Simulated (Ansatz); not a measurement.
# Quasi-harmonic thermodynamics of ScAl3 (Pm-3m), part 3 of 3

Wanted: α(T), C_P(T) and B(T) of ScAl3 in the quasi-harmonic approximation. The starting cell is a computed one from a database.

Ansatz 0.2.0; DFT PBEsol, scalar-relativistic, plane waves, PAW; PAW set soft_1.

So far. Step 2 (A first coarse run): The start is under -0.89 GPa at this level and looks like a metal on this mesh. Step 4 (Relaxing to small residual forces and stress): The residual pressure is -8.8e-5 GPa, small enough for phonons. The relaxed cell has a = 4.071 Å (conventional setting).

### 5. The quasi-harmonic study

Thermal expansion follows from how the free energy of the vibrations (and of the electrons in a metal) changes with strain, so the program makes strained cells, their phonons and a fit in one run.

Contents of input.yaml:

```yaml
crystal:
  lattice:
    - [4.0709720487, 0.0, 0.0]
    - [0.0, 4.0709720487, 0.0]
    - [0.0, 0.0, 4.0709720487]
  atoms:
    - { symbol: Sc, position: [0.0, 0.0, 0.0] }
    - { symbol: Al, position: [0.5, 0.0, 0.5] }
    - { symbol: Al, position: [0.0, 0.5, 0.5] }
    - { symbol: Al, position: [0.5, 0.5, 0.0] }
kpoints:
  mp_grid: { grid: [16, 16, 16] }
hamiltonian:
  xc: pbesol
  pseudopotentials: { kind: paw, azcp: { folder: soft_1 }, xc_functional: pbe }
scf:
  occupations: { method: methfessel_paxton, width: 0.2 }
  lower_state_search: "off"
output:
  eigenvalues: true
phonons:
  method: dfpt
  qmesh: [2, 2, 2]
  temperatures: { t_max: 900.0, t_step: 50 }
  thermal_expansion: {}
```

Run with:

```console
$ ansatz run input.yaml --threads 8 --pin off --max-ram 16384MiB --backend cpu --events-out ev --progress --plain --runs-dir out
```

Numbers of over 12 decimals in the logs are rounded to 6 here.

Output:

```text
[...]
Crystal: 4 atoms, lattice volume = 67.467 Å³
Basis set: ecut = 487.2 eV, 1647 PW (Γ), exchange–correlation on 60×60×60 points (8 copies of the dense FFT grid, shifted against one another)
Bands: 14, of which v1, the nominal top of the filled ones, is band 10 counted from 1 (9 counted from 0)
Symmetry: 48 space group operations
[...]
k-points: 165 of 4096
[...]
SCF iter   1: F=—  HF=-3687.266147 eV  |F-HF|=—  |Δ(HF+E_count)|=         —  Δρ=2.63e-2  dr2=9.21e-1  ethr=3.10e-3  ⟨swp⟩=5.2  Hψ=12165  notcnv=0
[...]
SCF iter   8: F=-3686.909762 eV  HF=-3686.909762 eV  |F-HF|=1.86e-11  |Δ(HF+E_count)|=  1.41e-10  S|Δr|=    0.00e0  Δρ=2.24e-7  dr2=3.75e-11  ethr=1.00e-12  ⟨swp⟩=2.7  Hψ=8928  notcnv=0
the search or the solves at the SCF's close seem to have found levels that the self-consistency loop had missed (the run counts 2). By its estimate they hold under 1e-12 electrons; where the run keeps them, the occupations were computed again with them
SCF 1 converged in 8 iterations: F = -3686.909762 eV  dr2 = 3.75e-11
[...]
relax step   1: F+E_penalty+E_count = -3686.90976223 eV  Δ(F+E_penalty+E_count) = +0.000e0 eV  max|allowed force component| = 9.655e-31 eV/Å  Δτ_max = 0.0000 Å  (8 SCF iters, accepted)
SCF converged after 8 iterations
[...]
Free energy (F): -3686.909762 eV
[...]
Internal energy: -3686.910576 eV  (E = F + TS)
E sigma→0 (E₀):  -3686.909966 eV
Entropy (-TS):   0.000814 eV (0.203 meV/atom)
Fermi energy:    9.256333 eV
[...]
--- Stress (GPa, compression-positive) ---
        0.020402       0.000000       0.000000
       -0.000000       0.020402       0.000000
        0.000000       0.000000       0.020402
  P = ⅓ Tr σ = 0.0204 GPa (0.204 kbar)
--- Band table (eV; the first three rows and the last of 165) ---
  k-point 0: bands = [... 6 lower, 6.6129, 7.4462, 7.4462, 7.4462, 10.4729, 10.5556, 10.5556, 10.5556]
  k-point 1: bands = [... 6 lower, 6.6413, 7.4502, 7.4502, 7.7173, 10.5334, 10.5334, 10.5673, 10.6348]
  k-point 2: bands = [... 6 lower, 6.7254, 7.4613, 7.4613, 8.1174, 10.4759, 10.4759, 10.6013, 11.0565]
  k-point 164: bands = [... 6 lower, 4.4450, 4.7423, 6.2959, 6.2959, 6.2959, 10.1975, 11.8873, 11.8873]
── thermal expansion: 3 new cells, 3 in all ──
thermal expansion: relaxation of cell 2
thermal expansion: relaxation of cell 3
── thermal expansion: 2 new cells, 5 in all ──
thermal expansion: relaxation of cell 4
thermal expansion: electrons of cell 4
thermal expansion: phonons of cell 4
WARN: thermal expansion, phonons of cell 4: eigensolver did not converge (k=63): 1 band(s) unlocked after 20 sweeps at ethr=1.00e-12 eV (lowest unlocked band 13, counted from 0; max residual 6.36e-6 eV among the unlocked bands, 6.36e-6 eV over every band)
thermal expansion: relaxation of cell 5
thermal expansion: electrons of cell 1
thermal expansion: electrons of cell 2
thermal expansion: electrons of cell 3
thermal expansion: electrons of cell 5
thermal expansion: phonons of cell 5
[...]
── thermal expansion: 5 new cells, 10 in all ──
thermal expansion: relaxation of cell 6
thermal expansion: relaxation of cell 7
thermal expansion: relaxation of cell 8
thermal expansion: relaxation of cell 9
thermal expansion: relaxation of cell 10
thermal expansion: electrons of cell 6
thermal expansion: electrons of cell 7
thermal expansion: electrons of cell 8
thermal expansion: electrons of cell 9
thermal expansion: electrons of cell 10
thermal expansion: phonons of cell 6
[...]
thermal expansion: phonons of cell 7
[...]
WARN: thermal expansion: eigensolver_not_converged in the phonons of 4 cells: 4, 5, 6, 7
--- Relaxed structure (1 steps of the walk, 1 accepted, 0 SCFs on fresh bases) ---
  F+E_penalty+E_count = -3686.90976223 eV   max|allowed force component| = 9.655e-31 eV/Å
  atoms:
    - { symbol: Sc, position: [0.0, 0.0, 0.0] }
    - { symbol: Al, position: [0.5, 0.0, 0.5] }
    - { symbol: Al, position: [0.0, 0.5, 0.5] }
    - { symbol: Al, position: [0.5, 0.5, 0.0] }
--- Thermal expansion: 10 cells in 3 rounds, 0 GPa ---
  no lower state was looked for at cell 4: scf.lower_state_search: off
  without vibrations: a 4.07130, b 4.07130, c 4.07130 Å, V 67.4837 Å³, B 92.13 GPa
  at 0 K: a 4.08147, b 4.08147, c 4.08147 Å, V 67.9909 Å³, B 90.19 GPa
  zero-point expansion: a +0.250, b +0.250, c +0.250, V +0.752 %
      T/K        a/Å        b/Å        c/Å       V/Å³ | expansion of a, b, c, V (1e-6/K)   | that of V in the mean from 25 °C | C_P, C_V (J/mol K of the cell) | B_T, B_S (GPa)
     0.00    4.08147    4.08147    4.08147    67.9909 |    0.00    0.00    0.00    0.00 |   23.77 |     0.000     0.000 |    90.19    90.19
   100.00    4.08226    4.08226    4.08226    68.0305 |    6.03    6.03    6.03   18.10 |   32.85 |    42.009    41.888 |    89.76    90.02
   200.00    4.08606    4.08606    4.08606    68.2206 |   11.56   11.56   11.56   34.69 |   38.02 |    79.291    78.418 |    88.27    89.25
   298.15    4.09116    4.09116    4.09116    68.4761 |   13.57   13.57   13.57   40.71 |       - |    91.719    89.955 |    86.55    88.25
   350.00    4.09411    4.09411    4.09411    68.6243 |   14.19   14.19   14.19   42.58 |   41.73 |    95.194    92.949 |    85.61    87.68
   450.00    4.10011    4.10011    4.10011    68.9267 |   15.07   15.07   15.07   45.22 |   43.33 |    99.560    96.361 |    83.75    86.53
   550.00    4.10645    4.10645    4.10645    69.2465 |   15.77   15.77   15.77   47.30 |   44.67 |   102.505    98.306 |    81.84    85.34
   650.00    4.11305    4.11305    4.11305    69.5814 |   16.39   16.39   16.39   49.16 |   45.87 |   104.843    99.583 |    79.90    84.12
   750.00    4.11992    4.11992    4.11992    69.9306 |   16.99   16.99   16.99   50.96 |   47.01 |   106.909   100.517 |    77.93    82.88
   850.00    4.12705    4.12705    4.12705    70.2942 |   17.59   17.59   17.59   52.77 |   48.11 |   108.868   101.261 |    75.92    81.62
   900.00    4.13071    4.13071    4.13071    70.4816 |   17.90   17.90   17.90   53.69 |   48.66 |   109.837   101.588 |    74.90    80.98
  the static fit leaves 0.000 meV an atom of the energies and, of the stresses, 0.000 GPa of each cell's largest along a strain (root mean squares over the cells), whose Pulay part it has at -0.003 GPa
  vibrations' free energy: its fit passes through its cells
  the electrons' free energy at temperature is in it; its fit leaves 0.0043 meV an atom at the most
  free energies summed between the sampled wave vectors
  estimated error of the fitted expansion in any direction: up to 0.022e-6/K, at 900 K, with few degrees of freedom (an estimate, not a bound: it was exceeded on models of known expansion)
  by sums over the sampled wave vectors an expansion of the volume parts by up to 1.92e-6/K
  by a static energy of one degree less an expansion of the volume parts by up to 0.03e-6/K
  the FFT grids of the static calculations differ: 30 × 30 × 30, 32 × 32 × 32
  eigensolver_not_converged in the phonons of 4 cells: 4, 5, 6, 7
```

It took 12 min on 8 threads of Arm Neoverse V2, shared host; peak memory 2.2 GiB; 1.5 h of CPU time.

This step gave:

| Property | Result |
| --- | --- |
| pressure | 0.02040 GPa |
| volume expansion coefficient at 298 K | 40.71 1e-6/K |
| C_P at 298 K | 22.93 J/mol-atom/K |
| entropy at 298 K | 24.00 J/mol-atom/K |
| isothermal bulk modulus at 298 K | 86.55 GPa |
| Grüneisen parameter at 298 K | 1.615 |
| volume at 298 K | 17.12 Å³/atom |
| principal linear expansion coefficients at 298 K | 13.57, 13.57, 13.57 1e-6/K |

Strained cells of the study; zero-point energy where phonons were solved; the pressures are stresses at a fixed cutoff and can carry an offset from the finite basis. Expansion cells, by row:

| cell | \|a\| (Å) | \|b\| (Å) | \|c\| (Å) | V (Å³/atom) | E - E_lowest (meV/atom) | pressure, compression positive (GPa) | gap (eV) | zero-point energy (meV/atom) |
| --- | --- | --- | --- | --- | --- | --- | --- | --- |
| 1 | 4.071 | 4.071 | 4.071 | 16.87 | 0 | 0.018 | - | - |
| 2 | 4.104 | 4.104 | 4.104 | 17.27 | 2.67 | -2.076 | - | - |
| 3 | 4.039 | 4.039 | 4.039 | 16.47 | 2.865 | 2.327 | - | - |
| 4 | 4.072 | 4.072 | 4.072 | 16.87 | 0 | -0.021 | - | 45.33 |
| 5 | 4.092 | 4.092 | 4.092 | 17.13 | 1.101 | -1.354 | - | 44.25 |
| 6 | 4.124 | 4.124 | 4.124 | 17.53 | 7.025 | -3.281 | - | 42.56 |
| 7 | 4.151 | 4.151 | 4.151 | 17.88 | 15.54 | -4.719 | - | 41.2 |
| 8 | 4.031 | 4.031 | 4.031 | 16.38 | 4.366 | 2.901 | - | - |
| 9 | 4.051 | 4.051 | 4.051 | 16.62 | 1.066 | 1.396 | - | - |
| 10 | 4.184 | 4.184 | 4.184 | 18.31 | 30.51 | -6.342 | - | - |

Quasi-harmonic; a, b, c are the run's own cell vectors. Expansion, by row:

| T (K) | a (Å) | b (Å) | c (Å) | alpha (deg) | beta (deg) | gamma (deg) | cell volume (Å³/cell) | alpha_a (1e-6/K) | alpha_b (1e-6/K) | alpha_c (1e-6/K) | alpha_V (1e-6/K) | C_P (J/mol-atom/K) | C_V (J/mol-atom/K) | S (J/mol-atom/K) | B_T (GPa) | B_S (GPa) | Grueneisen | extrapolation | fit error (1e-6/K) |
| --- | --- | --- | --- | --- | --- | --- | --- | --- | --- | --- | --- | --- | --- | --- | --- | --- | --- | --- | --- |
| 0 | 4.081 | 4.081 | 4.081 | 90 | 90 | 90 | 67.99 | 0 | 0 | 0 | 0 | 0 | 0 | 0 | 90.19 | 90.19 | - | 0 | 0 |
| 50 | 4.082 | 4.082 | 4.082 | 90 | 90 | 90 | 67.99 | 1.23 | 1.23 | 1.23 | 3.69 | 2.164 | 2.164 | 0.643 | 90.15 | 90.18 | 1.574 | 0 | 0 |
| 100 | 4.082 | 4.082 | 4.082 | 90 | 90 | 90 | 68.03 | 6.03 | 6.03 | 6.03 | 18.1 | 10.5 | 10.47 | 4.658 | 89.76 | 90.02 | 1.589 | 0 | 0 |
| 150 | 4.084 | 4.084 | 4.084 | 90 | 90 | 90 | 68.11 | 9.55 | 9.55 | 9.55 | 28.66 | 16.5 | 16.38 | 10.16 | 89.08 | 89.69 | 1.598 | 0 | 0 |
| 200 | 4.086 | 4.086 | 4.086 | 90 | 90 | 90 | 68.22 | 11.56 | 11.56 | 11.56 | 34.69 | 19.82 | 19.6 | 15.41 | 88.27 | 89.25 | 1.604 | 0 | 0 |
| 250 | 4.089 | 4.089 | 4.089 | 90 | 90 | 90 | 68.35 | 12.78 | 12.78 | 12.78 | 38.34 | 21.75 | 21.42 | 20.06 | 87.41 | 88.76 | 1.61 | 0 | 0.01 |
| 298.1 | 4.091 | 4.091 | 4.091 | 90 | 90 | 90 | 68.48 | 13.57 | 13.57 | 13.57 | 40.71 | 22.93 | 22.49 | 24 | 86.55 | 88.25 | 1.615 | 0 | 0.01 |
| 300 | 4.091 | 4.091 | 4.091 | 90 | 90 | 90 | 68.48 | 13.59 | 13.59 | 13.59 | 40.78 | 22.97 | 22.52 | 24.14 | 86.52 | 88.23 | 1.615 | 0 | 0.01 |
| 350 | 4.094 | 4.094 | 4.094 | 90 | 90 | 90 | 68.62 | 14.19 | 14.19 | 14.19 | 42.58 | 23.8 | 23.24 | 27.75 | 85.61 | 87.68 | 1.621 | 0 | 0.01 |
| 400 | 4.097 | 4.097 | 4.097 | 90 | 90 | 90 | 68.77 | 14.67 | 14.67 | 14.67 | 44.01 | 24.41 | 23.73 | 30.97 | 84.68 | 87.11 | 1.626 | 0 | 0.01 |
| 450 | 4.1 | 4.1 | 4.1 | 90 | 90 | 90 | 68.93 | 15.07 | 15.07 | 15.07 | 45.22 | 24.89 | 24.09 | 33.87 | 83.75 | 86.53 | 1.631 | 0 | 0.01 |
| 500 | 4.103 | 4.103 | 4.103 | 90 | 90 | 90 | 69.08 | 15.43 | 15.43 | 15.43 | 46.3 | 25.29 | 24.36 | 36.51 | 82.8 | 85.94 | 1.637 | 0 | 0.01 |
| 550 | 4.106 | 4.106 | 4.106 | 90 | 90 | 90 | 69.25 | 15.77 | 15.77 | 15.77 | 47.3 | 25.63 | 24.58 | 38.94 | 81.84 | 85.34 | 1.642 | 0 | 0.01 |
| 600 | 4.11 | 4.11 | 4.11 | 90 | 90 | 90 | 69.41 | 16.08 | 16.08 | 16.08 | 48.25 | 25.93 | 24.75 | 41.18 | 80.88 | 84.73 | 1.648 | 0 | 0.01 |
| 650 | 4.113 | 4.113 | 4.113 | 90 | 90 | 90 | 69.58 | 16.39 | 16.39 | 16.39 | 49.16 | 26.21 | 24.9 | 43.27 | 79.9 | 84.12 | 1.653 | 0 | 0.01 |
| 700 | 4.116 | 4.116 | 4.116 | 90 | 90 | 90 | 69.75 | 16.69 | 16.69 | 16.69 | 50.06 | 26.47 | 25.02 | 45.22 | 78.92 | 83.5 | 1.658 | 0 | 0.01 |
| 750 | 4.12 | 4.12 | 4.12 | 90 | 90 | 90 | 69.93 | 16.99 | 16.99 | 16.99 | 50.96 | 26.73 | 25.13 | 47.06 | 77.93 | 82.88 | 1.664 | 0 | 0.01 |
| 800 | 4.123 | 4.123 | 4.123 | 90 | 90 | 90 | 70.11 | 17.29 | 17.29 | 17.29 | 51.86 | 26.97 | 25.23 | 48.79 | 76.93 | 82.25 | 1.669 | 0 | 0.01 |
| 850 | 4.127 | 4.127 | 4.127 | 90 | 90 | 90 | 70.29 | 17.59 | 17.59 | 17.59 | 52.77 | 27.22 | 25.32 | 50.43 | 75.92 | 81.62 | 1.675 | 0 | 0.02 |
| 900 | 4.131 | 4.131 | 4.131 | 90 | 90 | 90 | 70.48 | 17.9 | 17.9 | 17.9 | 53.69 | 27.46 | 25.4 | 52 | 74.9 | 80.98 | 1.68 | 0 | 0.02 |

Expansion coefficient against temperature; values in 1e-6/K:

| temperature (K) | volume | principal 1 |
| --- | --- | --- |
| 0 | 0 | 0 |
| 50 | 3.69 | 1.23 |
| 100 | 18.1 | 6.03 |
| 150 | 28.7 | 9.55 |
| 200 | 34.7 | 11.6 |
| 250 | 38.3 | 12.8 |
| 298 | 40.7 | 13.6 |
| 300 | 40.8 | 13.6 |
| 350 | 42.6 | 14.2 |
| 400 | 44.0 | 14.7 |
| 450 | 45.2 | 15.1 |
| 500 | 46.3 | 15.4 |
| 550 | 47.3 | 15.8 |
| 600 | 48.2 | 16.1 |
| 650 | 49.2 | 16.4 |
| 700 | 50.1 | 16.7 |
| 750 | 51.0 | 17.0 |
| 800 | 51.9 | 17.3 |
| 850 | 52.8 | 17.6 |
| 900 | 53.7 | 17.9 |

At 298 K the volume expansion is 40.7 × 10⁻⁶/K and B_T is 86.6 GPa. The q-mesh is coarse, so this is a first estimate. The program raised the cutoff to 487.2 eV by itself: with no cutoff typed, the study takes about 1.16 times the default for its relaxations and scales it with the volume for the phonons.

### 6. Summary of results

```json
{
 "settings of these figures": "PBEsol, 487.2 eV, k 16×16×16, q 2×2×2",
 "volume expansion coefficient at 298 K": "40.71 1e-6/K",
 "C_P at 298 K": "22.93 J/mol-atom/K",
 "entropy at 298 K": "24.00 J/mol-atom/K",
 "isothermal bulk modulus at 298 K": "86.55 GPa",
 "Grüneisen parameter at 298 K": "1.615",
 "volume at 298 K": "17.12 Å³/atom",
 "principal linear expansion coefficients at 298 K": "13.57, 13.57, 13.57 1e-6/K"
}
```

Near room temperature ScAl3 expands by 40.7 × 10⁻⁶/K in volume by PBEsol, with C_P = 22.9 J/(mol K) per mole of atoms and B_T = 86.6 GPa. The q-mesh is coarse, and the expansion can converge slowly with it. C_P at room temperature is 92 % of the classical 3R an atom, so the stiffest modes are still partly frozen out. In this metal the study includes the electrons' free energy, which adds a term that grows with temperature, so the heat capacities need not level off at 3R. The log notes that a few bands missed the eigensolver's threshold in the phonon runs. The PAW files were made for PBE and are used here under another functional, for which the program regenerates the frozen cores.

[Logs are printed without paths, hosts, clocks, repeated set-up lines and the standing remarks that a program may print on its own settings, such as how far it seeks lower states.]

[Hosts, paths, dates, database ids (printed as entryN), source tags and the programs' standing remarks are cut or masked in the printed files.]

[A step with changed settings may run another functional than the one named; its input shows which.]
